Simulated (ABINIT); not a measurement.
# KMgF3 (Pm-3m): G0W0 in ABINIT against the screening cutoff in the self-energy, part 2 of 2

Wanted: the cheapest screening cutoff in the self-energy that holds the gap of KMgF3 (Pm-3m).

ABINIT 10.8.3; PBE and many-body steps on it, plane waves. Known limits of the many-body steps: not at the basis limit; coarse k mesh.

So far. Step 2 (Screening, 2×2×2 mesh, 122 bands, screening to 176.9 eV): Local fields lower ε∞ by 7 %. On a Γ-centred mesh this coarse the value itself is usually too large, while a short band sum pulls it down. Step 5 (2.3 Ha): The gap on the mesh goes from 7.35 eV to 11.41 eV, a correction of +4.06 eV.

### 6. 3.2 Ha

Level of this step: G0W0 on PBE, plane waves, norm-conserving pseudopotentials (ABINIT).

The input, run.abi:

```
acell 3*1.0 Angstrom
rprim 
  3.985900000000 0.000000000000 0.000000000000
  0.000000000000 3.985900000000 0.000000000000
  0.000000000000 0.000000000000 3.985900000000
ntypat 3
znucl 19 12 9
natom 5
typat 1 2 3 3 3
xred 
  0.500000000000 0.500000000000 0.500000000000
  0.000000000000 0.000000000000 0.000000000000
  0.500000000000 0.000000000000 0.000000000000
  0.000000000000 0.500000000000 0.000000000000
  0.000000000000 0.000000000000 0.500000000000
pp_dirpath "pseudos"
pseudos "K.upf, Mg.upf, F.upf"
ecut 38
ngkpt 2 2 2
nshiftk 1
shiftk 0 0 0
kptopt 1
chksymbreak 0
istwfk *1
occopt 1
irdwfk 1
optdriver 4
nband 122
gwcalctyp 0
ecutsigx 38
symsigma 1
nkptgw 2
kptgw 
  0.5000000000 0.5000000000 0.5000000000
  0.0000000000 0.0000000000 0.0000000000
bdgw 
  18 23
  18 23
ecuteps 3.2
irdscr 1
ppmodel 1
indata_prefix "in"
outdata_prefix "out"
tmpdata_prefix "tmp"
```

Run with:

```console
> OMP_NUM_THREADS=1 mpirun -n 4 abinit run.abi > log
```

What it wrote:

```text
.Version 10.8.3 of ABINIT. v10.8.2 released Aug 2026.

 Symmetries : space group Pm -3 m (#221); Bravais cP (primitive cubic)
[... echo of the input left out ...]
== DATASET  1 ==================================================================
-   mpi_nproc: 4, omp_nthreads: 1 (-1 if OMP is not activated)

--- !DatasetInfo
iteration_state: {dtset: 1, }
dimensions: {natom: 5, nkpt: 4, mband: 122, nsppol: 1, nspinor: 1, nspden: 1, mpw: 4801, }
cutoff_energies: {ecut:  38.0, pawecutdg:  -1.0, }
[...]
Band     E0 <VxcDFT>   SigX SigC(E0)      Z dSigC/dE  Sig(E)    E-E0       E
[...]
22  10.942 -10.106  -4.678  -3.002   0.902  -0.109  -7.918   2.189  13.130
       23  10.942 -10.106  -4.678  -3.002   0.902  -0.109  -7.918   2.189  13.130

== END DATASET(S) ==============================================================
================================================================================

 -outvars: echo values of variables after computation  --------
           etotal      0.0000000000E+00
            nband         122
             nkpt           4
          spgroup         221
 [... the other variables as echoed above ...]

 Calculation completed.
```

The job ended after 5 s (4 MPI ranks of Arm Neoverse V1, shared host; peak memory 0.63 GiB; 20 s of CPU time).

This step gave:

- G0W0 gap on the points computed: 11.19 eV
- starting gap on the mesh: 7.353 eV
- k of the valence top: 0.5, 0.5, 0.5
- k of the conduction bottom: 0, 0, 0
- least direct G0W0 gap on the computed points: 11.53 eV

Against the run before, the gap moves by −0.226 eV.

### 7. 4.9 Ha

run.abi: that of step 6 with these lines changed.

```diff
@@ -38,3 +38,3 @@
   18 23
-ecuteps 3.2
+ecuteps 4.9
 irdscr 1
```

What it wrote:

```text
.Version 10.8.3 of ABINIT. v10.8.2 released Aug 2026.

 Symmetries : space group Pm -3 m (#221); Bravais cP (primitive cubic)
[... echo of the input left out ...]
== DATASET  1 ==================================================================
-   mpi_nproc: 4, omp_nthreads: 1 (-1 if OMP is not activated)

--- !DatasetInfo
iteration_state: {dtset: 1, }
dimensions: {natom: 5, nkpt: 4, mband: 122, nsppol: 1, nspinor: 1, nspden: 1, mpw: 4801, }
cutoff_energies: {ecut:  38.0, pawecutdg:  -1.0, }
[...]
Band     E0 <VxcDFT>   SigX SigC(E0)      Z dSigC/dE  Sig(E)    E-E0       E
[...]
22  10.942 -10.106  -4.678  -2.976   0.900  -0.111  -7.898   2.208  13.150
       23  10.942 -10.106  -4.678  -2.976   0.900  -0.111  -7.898   2.208  13.150

== END DATASET(S) ==============================================================
================================================================================

 -outvars: echo values of variables after computation  --------
           etotal      0.0000000000E+00
            nband         122
             nkpt           4
          spgroup         221
 [... the other variables as echoed above ...]

 Calculation completed.
```

It took 8.3 s on 4 MPI ranks; peak memory 0.69 GiB; 33 s of CPU time.

This step gave:

- G0W0 gap on the points computed: 10.97 eV
- starting gap on the mesh: 7.353 eV
- k of the valence top: 0.5, 0.5, 0.5
- k of the conduction bottom: 0, 0, 0
- least direct G0W0 gap on the computed points: 11.34 eV

Against the run before, the gap moves by −0.213 eV.

### 8. 6.5 Ha

run.abi: that of step 7 with these lines changed.

```diff
@@ -38,3 +38,3 @@
   18 23
-ecuteps 4.9
+ecuteps 6.5
 irdscr 1
```

What it wrote:

```text
.Version 10.8.3 of ABINIT. v10.8.2 released Aug 2026.

 Symmetries : space group Pm -3 m (#221); Bravais cP (primitive cubic)
[... echo of the input left out ...]
== DATASET  1 ==================================================================
-   mpi_nproc: 4, omp_nthreads: 1 (-1 if OMP is not activated)

--- !DatasetInfo
iteration_state: {dtset: 1, }
dimensions: {natom: 5, nkpt: 4, mband: 122, nsppol: 1, nspinor: 1, nspden: 1, mpw: 4801, }
cutoff_energies: {ecut:  38.0, pawecutdg:  -1.0, }
[...]
Band     E0 <VxcDFT>   SigX SigC(E0)      Z dSigC/dE  Sig(E)    E-E0       E
[...]
22  10.942 -10.106  -4.678  -2.971   0.900  -0.111  -7.894   2.212  13.154
       23  10.942 -10.106  -4.678  -2.971   0.900  -0.111  -7.894   2.212  13.154

== END DATASET(S) ==============================================================
================================================================================

 -outvars: echo values of variables after computation  --------
           etotal      0.0000000000E+00
            nband         122
             nkpt           4
          spgroup         221
 [... the other variables as echoed above ...]

 Calculation completed.
```

The job ended after 12 s (4 MPI ranks; peak memory 0.75 GiB; 47 s of CPU time).

This step gave:

* G0W0 gap on the points computed: 10.94 eV
* starting gap on the mesh: 7.353 eV
* k of the valence top: 0.5, 0.5, 0.5
* k of the conduction bottom: 0, 0, 0
* least direct G0W0 gap on the computed points: 11.31 eV

Against the run before, the gap moves by −0.031 eV.

### 9. Side by side

Times are wall times on 4 MPI ranks of Arm Neoverse V1, shared host, good to a factor of about two. A run's time includes the screening step that it read.

```
   run   mesh  bands  screening cutoff (eV)  DFT gap (eV)  gap on the mesh (eV)  direct (eV)  ε∞ used  time
0.7 Ha  2×2×2    122                     19         7.353                12.893       13.175     2.03  18 s
1.3 Ha  2×2×2    122                   35.4         7.353                12.519       12.811     2.03  18 s
2.3 Ha  2×2×2    122                   62.6         7.353                11.412       11.736     2.03  19 s
3.2 Ha  2×2×2    122                   87.1         7.353                11.186       11.528     2.03  19 s
4.9 Ha  2×2×2    122                  133.3         7.353                10.973       11.337     2.03  23 s
6.5 Ha  2×2×2    122                  176.9         7.353                10.942       11.310     2.03  26 s
```

### 10. What came out

| Item | Value |
| --- | --- |
| 0.7 Ha | 12.893 eV |
| 1.3 Ha | 12.519 eV |
| 2.3 Ha | 11.412 eV |
| 3.2 Ha | 11.186 eV |
| 4.9 Ha | 10.973 eV |
| 6.5 Ha | 10.942 eV |
| known limits | not at the basis limit; coarse k mesh |

In words: The setting moved: screening cutoff in the self-energy. From 0.7 Ha to 6.5 Ha the gap moves by −1.95 eV. The last step still moves it by −0.031 eV. Bands and screening cutoff are coupled, so a series along one setting does not show full convergence. Bands and cutoff are finite, so the gap is not at the basis limit. The miss can reach some tenths of an eV and take either sign; the mesh is an error of its own. In the G0W0 runs levels were corrected at 2 k points alone, so a gap called «on the mesh» is the least over those, and an edge elsewhere would be missed. The 2×2×2 mesh is coarse for this cell, which bears on the long-range parts of exchange and screening. This is the ideal cubic cell; many perovskites, halides above all, are cubic only on average, and local tilts or off-centring can widen the gap.

[Paths, hosts, dates, memory and timing lines, banners, echoed tables and standing remarks are left out of the program output.]

[Logs are printed without paths, hosts, clocks, repeated set-up lines and the standing remarks that a program may print on its own settings, such as how far it seeks lower states.]

[Runs of the session that timed out or met a known fault of the program may be left out.]

[Hosts, paths, dates, database ids (printed as entryN), source tags and the programs' standing remarks are cut or masked in the printed files.]

[G0W0 gaps are taken among the corrected bands and points alone; a level outside them can change the order at an edge.]

[Where Ansatz stands beside ABINIT at settings called matched, ABINIT's density can come from a denser mesh and the files from another edition; pairs whose starting gaps differed by over 0.03 eV were left out, so agreement reads better than it is.]
